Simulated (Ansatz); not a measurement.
# How Rh (Rhodium, Fm-3m) expands on warming

How much does Rhodium expand with temperature?

Main program and level: Ansatz 0.2.0; DFT PBEsol, scalar-relativistic, plane waves, PAW, in the first sound run; inputs show where later runs differ.

This is a report of a sequence of runs, with most program output left out.

The database entry behind the starting cell differs from later determinations by our own check (an axis about 0.2 % short against later determinations), so it need not match the best structure at ambient conditions.

### 1. The structure

Symmetry: Fm-3m, No. 225, cubic system. Conventional cell: a = 3.796 Å, b = 3.796 Å, c = 3.796 Å, α = 90.00°, β = 90.00°, γ = 90.00°. Nearest to Rh lie 12 Rh at 2.68 Å.

### 2. A first coarse run

Before spending time, one coarse run tells the gap and the pressure of the starting cell.

input.yaml reads:

```yaml
crystal:
  lattice:
    - [0.0, 1.89785, 1.89785]
    - [1.89785, 0.0, 1.89785]
    - [1.89785, 1.89785, 0.0]
  atoms:
    - { symbol: Rh, position: [0.0, 0.0, 0.0] }
kpoints:
  mp_grid: { grid: [8, 8, 8] }
hamiltonian:
  xc: pbesol
scf:
  occupations: { method: gaussian, width: 0.1 }
output:
  forces: true
  stress: true
  eigenvalues: true
```

The run is started by

```console
$ ansatz run input.yaml --threads 4 --pin off --max-ram 8192MiB --backend cpu --events-out ev --progress --plain --runs-dir out
```

Elapsed: 0.32 s, on 4 threads of Arm Neoverse V1, shared host; peak memory 0.25 GiB; 0.65 s of CPU time.

Numbers from this step:

| Item | Value |
| --- | --- |
| pressure | -2.671 GPa |
| volume per atom | 13.67 Å³ |
| gap on the k-mesh | 0 eV |

The start is under -2.7 GPa at this level and looks like a metal on this mesh.

### 3. Relaxation

The vibrations must be taken about the equilibrium of this functional, not about the starting cell, so the structure is relaxed.

input.yaml, the sections that differ from step 2:

```yaml
kpoints:
  mp_grid: { grid: [18, 18, 18] }
relax:
  adjacent_minimum: "off"
  f_tol: 0.005
  max_steps: 80
  cell: { stress_tol: 0.05 }
# crystal, hamiltonian, scf, output: as in step 2
```

Run time: 3.2 s. Hardware: 4 threads; peak memory 0.32 GiB.

Relaxation path:

| step | energy less that of the first step (eV) | largest force component (eV/Å) | pressure (GPa) | volume (Å³) |
| --- | --- | --- | --- | --- |
| 1 | 0.0000 | 0.0000 | -3.57 | 13.67 |
| 2 | -0.0007 | 0.0000 | 3.17 | 13.36 |
| 3 | -0.0020 | 0.0000 | -0.08 | 13.51 |
| 4 | -0.0020 | 0.0000 | 0.00 | 13.50 |
| 5* | -0.0019 | 0.0000 | 0.00 | 13.50 |

Relaxation steps marked * repeat the geometry before them on a plane-wave basis chosen anew for their cell, so energy and pressure can jump there.

| conventional cell, symmetrised | before | after | change |
| --- | --- | --- | --- |
| a (Å) | 3.796 | 3.780 | -0.4 % |
| b (Å) | 3.796 | 3.780 | -0.4 % |
| c (Å) | 3.796 | 3.780 | -0.4 % |
| volume (Å³/atom) | 13.67 | 13.50 | -1.2 % |

Final coordinates:

```xyz
1
Lattice="0.0000 1.8900 1.8900 1.8900 0.0000 1.8900 1.8900 1.8900 0.0000" Properties=species:S:1:pos:R:3 pbc="T T T"
Rh    0.0000    0.0000    0.0000
```

This step gave:

```yaml
pressure: -6.54e-4 GPa
volume_per_atom: 13.50 Å³
```

The relaxation ends with a pressure of 0.00 GPa.

### 4. Tight relaxation

The relaxation is repeated with tighter thresholds on force and stress, since phonons are sensitive to what is left; a change of mesh or smearing in the input moves the cell too.

input.yaml reads:

```yaml
crystal:
  lattice:
    - [0.0, 1.8899900467, 1.8899900467]
    - [1.8899900467, 0.0, 1.8899900467]
    - [1.8899900467, 1.8899900467, 0.0]
  atoms:
    - { symbol: Rh, position: [0.0, 0.0, 0.0] }
kpoints:
  mp_grid: { grid: [20, 20, 20] }
hamiltonian:
  xc: pbesol
scf:
  occupations: { method: methfessel_paxton, width: 0.2 }
output:
  forces: true
  stress: true
  eigenvalues: true
relax:
  adjacent_minimum: "off"
  f_tol: 0.001
  max_steps: 60
  cell: { stress_tol: 0.01 }
```

The job ended after 3.1 s (4 threads; peak memory 0.33 GiB).

Little changed from the start: no atom moved by 0.005 Å and no cell edge by 0.1 %.

This step gave:

| Item | Value |
| --- | --- |
| pressure | 8.61e-5 GPa |

The residual pressure is 8.6e-5 GPa, small enough for phonons.

### 5. Phonons on strained cells, functional PBEsol

The study relaxes the crystal at several strains, solves the phonons on some of them and minimises the free energy at each temperature (static energy, vibrations, the electrons in a metal, and PV under a set pressure); the q-mesh sets how far the force constants reach.

input.yaml, the sections that differ from step 4:

```yaml
crystal:
  lattice:
    - [0.0, 1.8897979409, 1.8897979409]
    - [1.8897979409, 0.0, 1.8897979409]
    - [1.8897979409, 1.8897979409, 0.0]
  atoms:
    - { symbol: Rh, position: [0.0, 0.0, 0.0] }
output:
  eigenvalues: true
phonons:
  method: dfpt
  qmesh: [4, 4, 4]
  temperatures: { t_max: 1200.0, t_step: 50 }
  thermal_expansion: {}
# kpoints, hamiltonian, scf: as in step 4
# relax: removed
```

It took 16 min on 4 threads; peak memory 4 GiB.

This step gave:

- pressure: -0.02468 GPa
- volume expansion coefficient at 298 K: 24.24 1e-6/K
- C_P at 298 K: 24.72 J/mol-atom/K
- entropy at 298 K: 31.54 J/mol-atom/K
- isothermal bulk modulus at 298 K: 283.1 GPa
- Grüneisen parameter at 298 K: 2.313
- volume at 298 K: 13.61 Å³/atom
- principal linear expansion coefficients at 298 K: 8.081, 8.081, 8.081 1e-6/K

Strained cells of the study; zero-point energy where phonons were solved; the pressures are stresses at a fixed cutoff and can carry an offset from the finite basis. Expansion cells, by row:

| cell | \|a\| (Å) | \|b\| (Å) | \|c\| (Å) | V (Å³/atom) | E - E_lowest (meV/atom) | pressure, compression positive (GPa) | gap (eV) | zero-point energy (meV/atom) |
| --- | --- | --- | --- | --- | --- | --- | --- | --- |
| 1 | 2.673 | 2.673 | 2.673 | 13.5 | 0 | -0.074 | - | - |
| 2 | 2.694 | 2.694 | 2.694 | 13.82 | 7.002 | -6.727 | - | - |
| 3 | 2.651 | 2.651 | 2.651 | 13.18 | 7.255 | 7.443 | - | - |
| 4 | 2.673 | 2.673 | 2.673 | 13.5 | 0.002 | -0.137 | - | 33.34 |
| 5 | 2.686 | 2.686 | 2.686 | 13.7 | 2.857 | -4.393 | - | 32.16 |
| 6 | 2.7 | 2.7 | 2.7 | 13.91 | 11.24 | -8.397 | - | 30.98 |
| 7 | 2.713 | 2.713 | 2.713 | 14.13 | 24.73 | -12.06 | - | 29.81 |
| 8 | 2.646 | 2.646 | 2.646 | 13.1 | 11.3 | 9.409 | - | - |
| 9 | 2.659 | 2.659 | 2.659 | 13.3 | 2.725 | 4.458 | - | - |
| 10 | 2.734 | 2.734 | 2.734 | 14.45 | 54.1 | -17 | - | - |

Quasi-harmonic; a, b, c are the run's own cell vectors. Expansion, by row:

| T (K) | a (Å) | b (Å) | c (Å) | alpha (deg) | beta (deg) | gamma (deg) | cell volume (Å³/cell) | alpha_a (1e-6/K) | alpha_b (1e-6/K) | alpha_c (1e-6/K) | alpha_V (1e-6/K) | C_P (J/mol-atom/K) | C_V (J/mol-atom/K) | S (J/mol-atom/K) | B_T (GPa) | B_S (GPa) | Grueneisen | extrapolation | fit error (1e-6/K) |
| --- | --- | --- | --- | --- | --- | --- | --- | --- | --- | --- | --- | --- | --- | --- | --- | --- | --- | --- | --- |
| 0 | 2.675 | 2.675 | 2.675 | 60 | 60 | 60 | 13.54 | 0 | 0 | 0 | 0 | 0 | 0 | 0 | 292.7 | 292.7 | - | 0 | 0 |
| 50 | 2.675 | 2.675 | 2.675 | 60 | 60 | 60 | 13.54 | 1.51 | 1.51 | 1.51 | 4.52 | 5.015 | 5.012 | 1.77 | 292.5 | 292.6 | 2.152 | 0 | 0 |
| 100 | 2.676 | 2.676 | 2.676 | 60 | 60 | 60 | 13.55 | 4.81 | 4.81 | 4.81 | 14.44 | 15.22 | 15.17 | 8.687 | 291.2 | 292.1 | 2.261 | 0 | 0 |
| 150 | 2.677 | 2.677 | 2.677 | 60 | 60 | 60 | 13.56 | 6.47 | 6.47 | 6.47 | 19.4 | 20.15 | 20.01 | 15.92 | 289.3 | 291.2 | 2.29 | 0 | 0 |
| 200 | 2.678 | 2.678 | 2.678 | 60 | 60 | 60 | 13.57 | 7.29 | 7.29 | 7.29 | 21.86 | 22.53 | 22.3 | 22.08 | 287.3 | 290.2 | 2.302 | 0 | 0 |
| 250 | 2.679 | 2.679 | 2.679 | 60 | 60 | 60 | 13.59 | 7.77 | 7.77 | 7.77 | 23.3 | 23.87 | 23.55 | 27.26 | 285.2 | 289 | 2.309 | 0 | 0 |
| 298.1 | 2.68 | 2.68 | 2.68 | 60 | 60 | 60 | 13.6 | 8.08 | 8.08 | 8.08 | 24.24 | 24.72 | 24.31 | 31.54 | 283.1 | 287.8 | 2.313 | 0 | 0 |
| 300 | 2.68 | 2.68 | 2.68 | 60 | 60 | 60 | 13.61 | 8.09 | 8.09 | 8.09 | 24.27 | 24.75 | 24.34 | 31.7 | 283 | 287.8 | 2.313 | 0 | 0 |
| 350 | 2.681 | 2.681 | 2.681 | 60 | 60 | 60 | 13.62 | 8.34 | 8.34 | 8.34 | 25.02 | 25.39 | 24.88 | 35.56 | 280.8 | 286.5 | 2.316 | 0 | 0 |
| 400 | 2.682 | 2.682 | 2.682 | 60 | 60 | 60 | 13.64 | 8.55 | 8.55 | 8.55 | 25.64 | 25.9 | 25.3 | 38.99 | 278.6 | 285.2 | 2.319 | 0 | 0 |
| 450 | 2.683 | 2.683 | 2.683 | 60 | 60 | 60 | 13.66 | 8.73 | 8.73 | 8.73 | 26.19 | 26.34 | 25.64 | 42.06 | 276.3 | 283.9 | 2.321 | 0 | 0.01 |
| 500 | 2.684 | 2.684 | 2.684 | 60 | 60 | 60 | 13.68 | 8.9 | 8.9 | 8.9 | 26.7 | 26.74 | 25.93 | 44.86 | 274.1 | 282.6 | 2.324 | 0 | 0.01 |
| 550 | 2.685 | 2.685 | 2.685 | 60 | 60 | 60 | 13.69 | 9.06 | 9.06 | 9.06 | 27.19 | 27.11 | 26.2 | 47.42 | 271.7 | 281.2 | 2.326 | 0 | 0.01 |
| 600 | 2.687 | 2.687 | 2.687 | 60 | 60 | 60 | 13.71 | 9.22 | 9.22 | 9.22 | 27.67 | 27.47 | 26.45 | 49.8 | 269.4 | 279.8 | 2.328 | 0 | 0.01 |
| 650 | 2.688 | 2.688 | 2.688 | 60 | 60 | 60 | 13.73 | 9.38 | 9.38 | 9.38 | 28.15 | 27.82 | 26.68 | 52.01 | 267 | 278.4 | 2.33 | 0 | 0.01 |
| 700 | 2.689 | 2.689 | 2.689 | 60 | 60 | 60 | 13.75 | 9.55 | 9.55 | 9.55 | 28.64 | 28.16 | 26.91 | 54.09 | 264.6 | 276.9 | 2.332 | 0 | 0.01 |
| 750 | 2.69 | 2.69 | 2.69 | 60 | 60 | 60 | 13.77 | 9.71 | 9.71 | 9.71 | 29.13 | 28.51 | 27.13 | 56.04 | 262.1 | 275.5 | 2.334 | 0 | 0.01 |
| 800 | 2.692 | 2.692 | 2.692 | 60 | 60 | 60 | 13.79 | 9.88 | 9.88 | 9.88 | 29.63 | 28.86 | 27.35 | 57.89 | 259.6 | 274 | 2.336 | 0 | 0.01 |
| 850 | 2.693 | 2.693 | 2.693 | 60 | 60 | 60 | 13.81 | 10.05 | 10.05 | 10.05 | 30.14 | 29.22 | 27.57 | 59.65 | 257.1 | 272.5 | 2.338 | 0 | 0.01 |
| 900 | 2.694 | 2.694 | 2.694 | 60 | 60 | 60 | 13.83 | 10.22 | 10.22 | 10.22 | 30.66 | 29.58 | 27.78 | 61.33 | 254.6 | 271 | 2.34 | 0 | 0.01 |
| 950 | 2.696 | 2.696 | 2.696 | 60 | 60 | 60 | 13.85 | 10.4 | 10.4 | 10.4 | 31.19 | 29.94 | 28 | 62.94 | 252 | 269.5 | 2.342 | 0 | 0.01 |
| 1000 | 2.697 | 2.697 | 2.697 | 60 | 60 | 60 | 13.88 | 10.58 | 10.58 | 10.58 | 31.74 | 30.31 | 28.21 | 64.49 | 249.4 | 267.9 | 2.345 | 0 | 0.01 |
| 1050 | 2.699 | 2.699 | 2.699 | 60 | 60 | 60 | 13.9 | 10.77 | 10.77 | 10.77 | 32.3 | 30.68 | 28.42 | 65.97 | 246.7 | 266.4 | 2.347 | 0 | 0.01 |
| 1100 | 2.7 | 2.7 | 2.7 | 60 | 60 | 60 | 13.92 | 10.96 | 10.96 | 10.96 | 32.88 | 31.06 | 28.63 | 67.41 | 244 | 264.8 | 2.35 | 0 | 0.01 |
| 1150 | 2.702 | 2.702 | 2.702 | 60 | 60 | 60 | 13.94 | 11.16 | 11.16 | 11.16 | 33.48 | 31.45 | 28.84 | 68.8 | 241.3 | 263.1 | 2.352 | 0 | 0.01 |
| 1200 | 2.703 | 2.703 | 2.703 | 60 | 60 | 60 | 13.97 | 11.36 | 11.36 | 11.36 | 34.09 | 31.84 | 29.04 | 70.15 | 238.5 | 261.5 | 2.355 | 0 | 0.01 |

The expansion coefficient by temperature; values in 1e-6/K:

| temperature (K) | volume | principal 1 |
| --- | --- | --- |
| 0 | 0 | 0 |
| 50 | 4.52 | 1.51 |
| 100 | 14.4 | 4.81 |
| 150 | 19.4 | 6.47 |
| 200 | 21.9 | 7.29 |
| 250 | 23.3 | 7.77 |
| 298 | 24.2 | 8.08 |
| 300 | 24.3 | 8.09 |
| 350 | 25.0 | 8.34 |
| 400 | 25.6 | 8.55 |
| 450 | 26.2 | 8.73 |
| 500 | 26.7 | 8.9 |
| 550 | 27.2 | 9.06 |
| 600 | 27.7 | 9.22 |
| 650 | 28.1 | 9.38 |
| 700 | 28.6 | 9.55 |
| 750 | 29.1 | 9.71 |
| 800 | 29.6 | 9.88 |
| 850 | 30.1 | 10.1 |
| 900 | 30.7 | 10.2 |
| 950 | 31.2 | 10.4 |
| 1000 | 31.7 | 10.6 |
| 1050 | 32.3 | 10.8 |
| 1100 | 32.9 | 11.0 |
| 1150 | 33.5 | 11.2 |
| 1200 | 34.1 | 11.4 |

At 298 K the volume expansion is 24.2 × 10⁻⁶/K and B_T is 283 GPa. The q-mesh is coarse, so this is a first estimate. The program raised the cutoff to 487.2 eV by itself: with no cutoff typed, the study takes about 1.16 times the default for its relaxations and scales it with the volume for the phonons.

### 6. A new level, relaxed again

The functional, the potentials or the cutoff change, so the crystal is relaxed again at the new setting.

This step: DFT PBE+D3(BJ), scalar-relativistic, plane waves, PAW (Ansatz 0.2.0).

input.yaml, the sections that differ from step 5:

```yaml
hamiltonian:
  xc: pbe
  dispersion: d3bj
output:
  forces: true
  stress: true
  eigenvalues: true
relax:
  adjacent_minimum: "off"
  f_tol: 0.001
  max_steps: 60
  cell: { stress_tol: 0.01 }
# crystal, kpoints, scf: as in step 5
# phonons: removed
```

Run time: 4 s. Hardware: 4 threads; peak memory 0.33 GiB.

Relaxation path:

| step | energy less that of the first step (eV) | largest force component (eV/Å) | pressure (GPa) | volume (Å³) |
| --- | --- | --- | --- | --- |
| 1 | 0.0000 | 0.0000 | 3.07 | 13.50 |
| 2 | -0.0004 | 0.0000 | -2.18 | 13.75 |
| 3 | -0.0013 | 0.0000 | -0.05 | 13.64 |
| 4 | -0.0013 | 0.0000 | 0.00 | 13.64 |
| 5* | -0.0014 | 0.0000 | 0.00 | 13.64 |

Relaxation steps marked * repeat the geometry before them on a plane-wave basis chosen anew for their cell, so energy and pressure can jump there.

| conventional cell, symmetrised | before | after | change |
| --- | --- | --- | --- |
| a (Å) | 3.780 | 3.793 | +0.4 % |
| b (Å) | 3.780 | 3.793 | +0.4 % |
| c (Å) | 3.780 | 3.793 | +0.4 % |
| volume (Å³/atom) | 13.50 | 13.64 | +1.1 % |

Final coordinates:

```xyz
1
Lattice="0.0000 1.8965 1.8965 1.8965 0.0000 1.8965 1.8965 1.8965 0.0000" Properties=species:S:1:pos:R:3 pbc="T T T"
Rh    0.0000    0.0000    0.0000
```

Numbers from this step:

```
pressure        : -0.003428 GPa
volume per atom : 13.64 Å³
```

The residual pressure is -0.0034 GPa, small enough for phonons.

### 7. Phonons on strained cells

Thermal expansion follows from how the free energy of the vibrations (and of the electrons in a metal) changes with strain, so the program makes strained cells, their phonons and a fit in one run.

input.yaml, the sections that differ from step 6:

```yaml
crystal:
  lattice:
    - [0.0, 1.8964762832, 1.8964762832]
    - [1.8964762832, 0.0, 1.8964762832]
    - [1.8964762832, 1.8964762832, 0.0]
  atoms:
    - { symbol: Rh, position: [0.0, 0.0, 0.0] }
output:
  eigenvalues: true
phonons:
  method: dfpt
  qmesh: [4, 4, 4]
  temperatures: { t_max: 1200.0, t_step: 50 }
  thermal_expansion: {}
# kpoints, hamiltonian, scf: as in step 6
# relax: removed
```

The job ended after 17 min (4 threads; peak memory 4.1 GiB; 66 min of CPU time).

This step gave:

* pressure: -0.03499 GPa
* volume expansion coefficient at 298 K: 24.65 1e-6/K
* C_P at 298 K: 24.73 J/mol-atom/K
* entropy at 298 K: 31.61 J/mol-atom/K
* isothermal bulk modulus at 298 K: 269.7 GPa
* Grüneisen parameter at 298 K: 2.263
* volume at 298 K: 13.75 Å³/atom
* principal linear expansion coefficients at 298 K: 8.218, 8.218, 8.218 1e-6/K

Strained cells of the study; zero-point energy where phonons were solved; the pressures are stresses at a fixed cutoff and can carry an offset from the finite basis. Expansion cells, by row:

| cell | \|a\| (Å) | \|b\| (Å) | \|c\| (Å) | V (Å³/atom) | E - E_lowest (meV/atom) | pressure, compression positive (GPa) | gap (eV) | zero-point energy (meV/atom) |
| --- | --- | --- | --- | --- | --- | --- | --- | --- |
| 1 | 2.682 | 2.682 | 2.682 | 13.64 | 0 | -0.101 | - | - |
| 2 | 2.703 | 2.703 | 2.703 | 13.97 | 6.758 | -6.435 | - | - |
| 3 | 2.661 | 2.661 | 2.661 | 13.32 | 6.964 | 7.062 | - | - |
| 4 | 2.682 | 2.682 | 2.682 | 13.64 | 0.001 | -0.151 | - | 33.35 |
| 5 | 2.696 | 2.696 | 2.696 | 13.85 | 2.754 | -4.205 | - | 32.2 |
| 6 | 2.71 | 2.71 | 2.71 | 14.07 | 11.25 | -8.162 | - | 31 |
| 7 | 2.724 | 2.724 | 2.724 | 14.29 | 24.74 | -11.7 | - | 29.84 |
| 8 | 2.656 | 2.656 | 2.656 | 13.24 | 10.87 | 8.947 | - | - |
| 9 | 2.669 | 2.669 | 2.669 | 13.44 | 2.623 | 4.227 | - | - |
| 10 | 2.745 | 2.745 | 2.745 | 14.62 | 54.09 | -16.46 | - | - |

Quasi-harmonic; a, b, c are the run's own cell vectors. Expansion, by row:

| T (K) | a (Å) | b (Å) | c (Å) | alpha (deg) | beta (deg) | gamma (deg) | cell volume (Å³/cell) | alpha_a (1e-6/K) | alpha_b (1e-6/K) | alpha_c (1e-6/K) | alpha_V (1e-6/K) | C_P (J/mol-atom/K) | C_V (J/mol-atom/K) | S (J/mol-atom/K) | B_T (GPa) | B_S (GPa) | Grueneisen | extrapolation | fit error (1e-6/K) |
| --- | --- | --- | --- | --- | --- | --- | --- | --- | --- | --- | --- | --- | --- | --- | --- | --- | --- | --- | --- |
| 0 | 2.685 | 2.685 | 2.685 | 60 | 60 | 60 | 13.68 | 0 | 0 | 0 | 0 | 0 | 0 | 0 | 278.8 | 278.8 | - | 0 | 0 |
| 50 | 2.685 | 2.685 | 2.685 | 60 | 60 | 60 | 13.69 | 1.56 | 1.56 | 1.56 | 4.67 | 5.067 | 5.064 | 1.809 | 278.6 | 278.8 | 2.119 | 0 | 0 |
| 100 | 2.685 | 2.685 | 2.685 | 60 | 60 | 60 | 13.69 | 4.9 | 4.9 | 4.9 | 14.71 | 15.23 | 15.18 | 8.746 | 277.4 | 278.3 | 2.217 | 0 | 0 |
| 150 | 2.686 | 2.686 | 2.686 | 60 | 60 | 60 | 13.7 | 6.58 | 6.58 | 6.58 | 19.73 | 20.15 | 20.02 | 15.98 | 275.6 | 277.4 | 2.242 | 0 | 0 |
| 200 | 2.687 | 2.687 | 2.687 | 60 | 60 | 60 | 13.72 | 7.41 | 7.41 | 7.41 | 22.23 | 22.53 | 22.31 | 22.14 | 273.6 | 276.4 | 2.253 | 0 | 0 |
| 250 | 2.688 | 2.688 | 2.688 | 60 | 60 | 60 | 13.73 | 7.9 | 7.9 | 7.9 | 23.69 | 23.88 | 23.57 | 27.32 | 271.6 | 275.3 | 2.259 | 0 | 0 |
| 298.1 | 2.689 | 2.689 | 2.689 | 60 | 60 | 60 | 13.75 | 8.22 | 8.22 | 8.22 | 24.65 | 24.73 | 24.33 | 31.61 | 269.7 | 274.1 | 2.263 | 0 | 0 |
| 300 | 2.689 | 2.689 | 2.689 | 60 | 60 | 60 | 13.75 | 8.23 | 8.23 | 8.23 | 24.68 | 24.76 | 24.36 | 31.76 | 269.6 | 274.1 | 2.263 | 0 | 0 |
| 350 | 2.69 | 2.69 | 2.69 | 60 | 60 | 60 | 13.77 | 8.48 | 8.48 | 8.48 | 25.44 | 25.41 | 24.91 | 35.63 | 267.5 | 272.9 | 2.266 | 0 | 0 |
| 400 | 2.691 | 2.691 | 2.691 | 60 | 60 | 60 | 13.79 | 8.69 | 8.69 | 8.69 | 26.07 | 25.93 | 25.33 | 39.06 | 265.4 | 271.6 | 2.268 | 0 | 0 |
| 450 | 2.693 | 2.693 | 2.693 | 60 | 60 | 60 | 13.8 | 8.88 | 8.88 | 8.88 | 26.64 | 26.37 | 25.67 | 42.14 | 263.2 | 270.4 | 2.27 | 0 | 0.01 |
| 500 | 2.694 | 2.694 | 2.694 | 60 | 60 | 60 | 13.82 | 9.05 | 9.05 | 9.05 | 27.16 | 26.77 | 25.97 | 44.94 | 261 | 269.1 | 2.272 | 0 | 0.01 |
| 550 | 2.695 | 2.695 | 2.695 | 60 | 60 | 60 | 13.84 | 9.22 | 9.22 | 9.22 | 27.66 | 27.15 | 26.24 | 47.51 | 258.8 | 267.8 | 2.274 | 0 | 0.01 |
| 600 | 2.696 | 2.696 | 2.696 | 60 | 60 | 60 | 13.86 | 9.39 | 9.39 | 9.39 | 28.16 | 27.51 | 26.5 | 49.88 | 256.6 | 266.4 | 2.276 | 0 | 0.01 |
| 650 | 2.698 | 2.698 | 2.698 | 60 | 60 | 60 | 13.88 | 9.55 | 9.55 | 9.55 | 28.65 | 27.87 | 26.74 | 52.1 | 254.3 | 265.1 | 2.278 | 0 | 0.01 |
| 700 | 2.699 | 2.699 | 2.699 | 60 | 60 | 60 | 13.9 | 9.71 | 9.71 | 9.71 | 29.14 | 28.22 | 26.97 | 54.18 | 252 | 263.7 | 2.28 | 0 | 0.01 |
| 750 | 2.7 | 2.7 | 2.7 | 60 | 60 | 60 | 13.92 | 9.88 | 9.88 | 9.88 | 29.65 | 28.58 | 27.2 | 56.14 | 249.7 | 262.4 | 2.282 | 0 | 0.01 |
| 800 | 2.702 | 2.702 | 2.702 | 60 | 60 | 60 | 13.94 | 10.05 | 10.05 | 10.05 | 30.16 | 28.93 | 27.42 | 57.99 | 247.3 | 260.9 | 2.283 | 0 | 0.01 |
| 850 | 2.703 | 2.703 | 2.703 | 60 | 60 | 60 | 13.96 | 10.23 | 10.23 | 10.23 | 30.68 | 29.29 | 27.65 | 59.76 | 244.9 | 259.5 | 2.285 | 0 | 0.01 |
| 900 | 2.704 | 2.704 | 2.704 | 60 | 60 | 60 | 13.99 | 10.4 | 10.4 | 10.4 | 31.21 | 29.66 | 27.87 | 61.44 | 242.5 | 258.1 | 2.287 | 0 | 0.01 |
| 950 | 2.706 | 2.706 | 2.706 | 60 | 60 | 60 | 14.01 | 10.58 | 10.58 | 10.58 | 31.75 | 30.03 | 28.09 | 63.06 | 240 | 256.6 | 2.289 | 0 | 0.01 |
| 1000 | 2.707 | 2.707 | 2.707 | 60 | 60 | 60 | 14.03 | 10.77 | 10.77 | 10.77 | 32.31 | 30.4 | 28.3 | 64.61 | 237.5 | 255.1 | 2.291 | 0 | 0.01 |
| 1050 | 2.709 | 2.709 | 2.709 | 60 | 60 | 60 | 14.05 | 10.96 | 10.96 | 10.96 | 32.89 | 30.78 | 28.52 | 66.1 | 235 | 253.6 | 2.293 | 0 | 0.01 |
| 1100 | 2.71 | 2.71 | 2.71 | 60 | 60 | 60 | 14.08 | 11.16 | 11.16 | 11.16 | 33.47 | 31.16 | 28.73 | 67.54 | 232.4 | 252.1 | 2.296 | 0 | 0.01 |
| 1150 | 2.712 | 2.712 | 2.712 | 60 | 60 | 60 | 14.1 | 11.36 | 11.36 | 11.36 | 34.08 | 31.55 | 28.94 | 68.93 | 229.9 | 250.6 | 2.298 | 0 | 0.01 |
| 1200 | 2.713 | 2.713 | 2.713 | 60 | 60 | 60 | 14.12 | 11.57 | 11.57 | 11.57 | 34.7 | 31.94 | 29.14 | 70.28 | 227.2 | 249 | 2.301 | 0 | 0.01 |

The expansion coefficient by temperature; values in 1e-6/K:

| temperature (K) | volume | principal 1 |
| --- | --- | --- |
| 0 | 0 | 0 |
| 50 | 4.67 | 1.56 |
| 100 | 14.7 | 4.9 |
| 200 | 22.2 | 7.41 |
| 250 | 23.7 | 7.9 |
| 298 | 24.6 | 8.22 |
| 300 | 24.7 | 8.23 |
| 350 | 25.4 | 8.48 |
| 450 | 26.6 | 8.88 |
| 500 | 27.2 | 9.05 |
| 550 | 27.7 | 9.22 |
| 600 | 28.2 | 9.39 |
| 650 | 28.6 | 9.55 |
| 700 | 29.1 | 9.71 |
| 800 | 30.2 | 10.1 |
| 850 | 30.7 | 10.2 |
| 900 | 31.2 | 10.4 |
| 950 | 31.8 | 10.6 |
| 1000 | 32.3 | 10.8 |
| 1100 | 33.5 | 11.2 |
| 1150 | 34.1 | 11.4 |
| 1200 | 34.7 | 11.6 |

Changing the level of theory (PBEsol → PBE+D3(BJ)) takes the volume expansion at 298 K from 24.2 to 24.7 × 10⁻⁶/K and B_T from 283 to 270 GPa.

### 8. Outcome

| Item | Value |
| --- | --- |
| settings of these figures | PBE+D3(BJ), 487.2 eV, k 20×20×20, q 4×4×4 |
| volume expansion coefficient at 298 K | 24.65 1e-6/K |
| C_P at 298 K | 24.73 J/mol-atom/K |
| entropy at 298 K | 31.61 J/mol-atom/K |
| isothermal bulk modulus at 298 K | 269.7 GPa |
| Grüneisen parameter at 298 K | 2.263 |
| volume at 298 K | 13.75 Å³/atom |
| principal linear expansion coefficients at 298 K | 8.218, 8.218, 8.218 1e-6/K |

**Reading.** Near room temperature Rhodium expands by 24.7 × 10⁻⁶/K in volume by PBE+D3(BJ), with C_P = 24.7 J/(mol K) per mole of atoms and B_T = 270 GPa. The q-mesh is coarse, and the expansion can converge slowly with it. C_P at room temperature is 99 % of the classical 3R an atom. In this metal the study includes the electrons' free energy, which adds a term that grows with temperature, so the heat capacities need not level off at 3R. The dispersion term is taken with its C6 weights frozen at the crystal at rest, in the force constants and, in the expansion study, in the energies too.

[Logs are printed without paths, hosts, clocks, repeated set-up lines and the standing remarks that a program may print on its own settings, such as how far it seeks lower states.]

[Hosts, paths, dates, database ids (printed as entryN), source tags and the programs' standing remarks are cut or masked in the printed files.]

[A step with changed settings may run another functional than the one named; its input shows which.]
